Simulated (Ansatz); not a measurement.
# ZnIn2 (built on the sites of a database entry of MgB2): following an unstable mode, part 3 of 3

Which phase does ZnIn2 (built on the sites of a database entry of MgB2) fall into along its unstable mode, and how much energy does it gain?

Ansatz 0.2.0; DFT PBEsol, scalar-relativistic, plane waves, norm-conserving pseudopotentials.

So far. Step 5 (Energy along the mode, all amplitudes (two of the runs …): The lowest of the steps tried is at 0.45 Å, 10.7 meV/atom below the parent; the bottom of the well need not coincide with a step. Step 7 (The new phase in its own primitive cell): The largest force component left is 0.61 meV/Å and the pressure is -0.007 GPa, within the tolerances set. The cell now holds 22.79 Å³/atom. The relaxed cell has a, b, c = 7.810, 6.949, 5.040 Å (conventional setting).

The structure was built from a prototype and need not be the compound's stable phase.

## 8. Modes of the new phase, k-mesh 8×8×8

A relaxed structure may still be a saddle point, so its zone-centre modes are computed. No field response is asked, since the mesh shows no gap.

File input.yaml:

```yaml
crystal:
  lattice:
    - [3.9050549976, -3.4743970228, 0.0]
    - [3.9050549976, 3.4743970228, 0.0]
    - [0.0, 0.0, 5.0398242467]
  atoms:
    - { symbol: Zn, position: [0.0, 0.0, 0.5] }
    - { symbol: Zn, position: [0.0, 0.0, 0.0] }
    - { symbol: In, position: [0.4534061348, 0.1681152464, 0.75] }
    - { symbol: In, position: [0.1681152464, 0.4534061348, 0.25] }
    - { symbol: In, position: [0.8318847536, 0.5465938652, 0.75] }
    - { symbol: In, position: [0.5465938652, 0.8318847536, 0.25] }
kpoints:
  mp_grid: { grid: [8, 8, 8] }
hamiltonian:
  xc: pbesol
  pseudopotentials: { kind: nc }
scf:
  occupations: { method: methfessel_paxton, width: 0.2 }
output:
  eigenvalues: true
phonons:
  method: dfpt
```

Command:

```bash
$ ansatz run input.yaml --threads 8 --pin off --max-ram 14336MiB --backend cpu --events-out ev --progress --plain --runs-dir out
```

Numbers of over 12 decimals in the logs are rounded to 6 here.

The program printed:

```text
Engine: ansatz 0.2.0, aarch64-unknown-linux-gnu
Pseudopotentials: kind: nc
Pseudopotential: Zn, nc, valence charge 20, recommended cutoff 1142.878222 eV (normal), Zn.nc.azcp (PseudoDojo's, or run here from an input of PseudoDojo's: the run reads no file of this project's for it)
Pseudopotential: In, nc, valence charge 13, recommended cutoff 952.398519 eV (normal), In.nc.azcp (PseudoDojo's, or run here from an input of PseudoDojo's: the run reads no file of this project's for it)
Functional definition: PBEsol
  exchange = pbesol_x
  correlation = pbesol_c
Crystal: 6 atoms, lattice volume = 136.758 Å³
Basis set: ecut = 1142.878222 eV, 11985 PW (Γ), exchange–correlation on 120×120×120 points (8 copies of the dense FFT grid, shifted against one another)
Bands: 56, of which v1, the nominal top of the filled ones, is band 46 counted from 1 (45 counted from 0)
Symmetry: 8 space group operations
k-points: 260 of 512 (irreducible under 1 space group operation, time reversal used)
Non-local potential: Zn, projectors of the file, l = 0: 2, l = 1: 2, l = 2: 2
Non-local potential: In, projectors of the file, l = 0: 2, l = 1: 2, l = 2: 2
Initial density: superposition of atomic densities (chi_scale 0.1, normalization cell, long waves kept (reshape's long-wave potential 0.01 eV rms))
Initial wavefunctions: pseudopotential atomic-orbital guess
Functional: x = pbesol(κ = 0.804, μ = 0.123457), c = pbesol(β = 0.046)
SCF iter   1: F=—  HF=-18585.839335 eV  |F-HF|=—  |Δ(HF+E_count)|=         —  Δρ=2.42e-2  dr2=9.31e-1  ethr=3.10e-3  ⟨swp⟩=6.3  Hψ=51818  notcnv=0
preconditioner: auto → Kerker (q_TF=auto, 2.554 Å⁻¹)  [metal: Δε(μ)=0.004 eV  Ē_g=13.674 eV  σ=0.200 eV  W_gap=0.02  n_scr=32 (ndim 8)  ℏωp=27.7 eV  f_vac=0.008  D(μ)=2.42/eV (n_scr^D=16)]
SCF iter   2: F=—  HF=-18585.602990 eV  |F-HF|=—  |Δ(HF+E_count)|=   2.36e-1  S|Δr|=    0.00e0  Δρ=1.41e-2  dr2=3.26e-1  ethr=1.01e-3  ⟨swp⟩=1.2  Hψ=18250  notcnv=0
SCF iter   3: F=—  HF=-18585.512924 eV  |F-HF|=—  |Δ(HF+E_count)|=   9.01e-2  S|Δr|=    0.00e0  Δρ=4.05e-3  dr2=1.37e-2  ethr=3.54e-4  ⟨swp⟩=2.1  Hψ=21823  notcnv=0
SCF iter   4: F=—  HF=-18585.511773 eV  |F-HF|=—  |Δ(HF+E_count)|=   1.15e-3  S|Δr|=    0.00e0  Δρ=1.38e-3  dr2=1.84e-3  ethr=1.49e-5  ⟨swp⟩=3.0  Hψ=27390  notcnv=0  defer=1
SCF iter   5: F=—  HF=-18585.511475 eV  |F-HF|=—  |Δ(HF+E_count)|=   2.98e-4  S|Δr|=    0.00e0  Δρ=3.75e-4  dr2=1.15e-4  ethr=2.00e-6  ⟨swp⟩=2.4  Hψ=25601  notcnv=0  defer=2
SCF iter   6: F=—  HF=-18585.511477 eV  |F-HF|=—  |Δ(HF+E_count)|=   1.42e-6  S|Δr|=    0.00e0  Δρ=2.32e-4  dr2=4.10e-5  ethr=1.25e-7  ⟨swp⟩=2.5  Hψ=27169  notcnv=0  defer=5
SCF iter   7: F=—  HF=-18585.511470 eV  |F-HF|=—  |Δ(HF+E_count)|=   7.14e-6  S|Δr|=    0.00e0  Δρ=2.49e-5  dr2=1.88e-6  ethr=4.46e-8  ⟨swp⟩=2.2  Hψ=25120  notcnv=0  defer=5
SCF iter   8: F=—  HF=-18585.511116 eV  |F-HF|=—  |Δ(HF+E_count)|=   3.54e-4  S|Δr|=    0.00e0  Δρ=1.44e-5  dr2=2.50e-7  ethr=2.04e-9  ⟨swp⟩=3.8  Hψ=34073  notcnv=0  defer=324
SCF iter   9: F=—  HF=-18585.511116 eV  |F-HF|=—  |Δ(HF+E_count)|=   5.33e-8  S|Δr|=    0.00e0  Δρ=4.08e-6  dr2=1.88e-8  ethr=2.72e-10  ⟨swp⟩=2.2  Hψ=25892  notcnv=0  defer=335
SCF iter  10: F=—  HF=-18585.511116 eV  |F-HF|=—  |Δ(HF+E_count)|=  4.87e-10  S|Δr|=    0.00e0  Δρ=1.29e-6  dr2=1.68e-9  ethr=2.05e-11  ⟨swp⟩=2.2  Hψ=24942  notcnv=0  defer=345
SCF iter  11: F=—  HF=-18585.511116 eV  |F-HF|=—  |Δ(HF+E_count)|=  8.73e-11  S|Δr|=    0.00e0  Δρ=2.38e-7  dr2=1.09e-10  ethr=1.83e-12  ⟨swp⟩=2.5  Hψ=24486  notcnv=0  defer=345
SCF iter  12: F=—  HF=-18585.511116 eV  |F-HF|=—  |Δ(HF+E_count)|=  2.55e-11  S|Δr|=    0.00e0  Δρ=7.01e-8  dr2=1.02e-11  ethr=1.00e-12  ⟨swp⟩=1.0  Hψ=13934  notcnv=0  defer=345
SCF iter  13: F=-18585.511116 eV  HF=-18585.511116 eV  |F-HF|=0.00e0  |Δ(HF+E_count)|=  1.46e-11  S|Δr|=    0.00e0  Δρ=2.90e-8  dr2=9.23e-13  ethr=1.00e-12  ⟨swp⟩=16.1  Hψ=101110  notcnv=0
SCF 1 converged in 13 iterations: F = -18585.511116 eV  dr2 = 9.23e-13
DFPT response loops at Γ: preconditioner auto → Kerker (q_TF=auto, 2.554 Å⁻¹) (partly filled bands, converged f_vac=0.016); β = 1.00, the filter's whole step (`scf.mixing.beta` (0.50) is not read by the response loops under this deck's `scf.mixing.preconditioner`; to damp them name `kerker` or `kerker_dos`, under which they read `scf.mixing.beta`, and type it under 1.00, their step now; both keys bind the ground state too); Broyden in place of MSR1
the response loops of the zone centre start from zero, take more passes and end by a threshold: the memory limit or budget leaves too little room for the subspace of the ground state's own states beside the solves, or none could be made (phonons.method)
```

Elapsed: 11 min, on 8 threads of Arm Neoverse V2, shared host; peak memory 8.7 GiB.

The run was cut off at the time limit after its SCF cycle had converged; no result of it is taken.

The program's message: “Warning: RAYON_NUM_THREADS=8 ignor”

## 9. Outcome

* unstable mode of the parent: q = (0, 0, -0.5), 30i cm⁻¹
* depth at the lowest point sampled: 10.7 meV/atom
* largest atomic shift at that point: 0.45 Å
* space group reached (within 0.01 Å): Cmcm
* energy gained over the parent (first relaxation, on the mesh of the frozen mode): 113 meV/atom
* volume per atom, phase reached: 22.8 Å³

**Reading.** Along this mode the structure falls into Cmcm, 113 meV/atom below the parent. At the parent's cell the well is 10.74 meV/atom deep on the steps tried, with its lowest point at a shift of 0.45 Å. Relaxing atoms and cell changes the gain by +101.76 meV/atom against the lowest step (energies at zero smearing). Most of the total comes from this relaxation. The modes of the phase reached were not computed on this path. Of the 2 patterns followed to their end from this parent, this one reaches the lowest energy. Each path keeps the symmetry of its pattern, so a lower phase may lie along a pattern not tried. The q mesh is too sparse to interpolate, so only the solved wavevectors are given. With no gap, or one that is small against the smearing, the frequencies hang on the k mesh and the smearing, most of all near Kohn anomalies. A phonon run warned that its eigensolver left some bands unconverged in a pass. The starting cell was built on a prototype and not taken from a measurement, so the phase need not exist.

[Logs are printed without paths, hosts, clocks, repeated set-up lines and the standing remarks that a program may print on its own settings, such as how far it seeks lower states.]

[Hosts, paths, dates, database ids (printed as entryN), source tags and the programs' standing remarks are cut or masked in the printed files.]
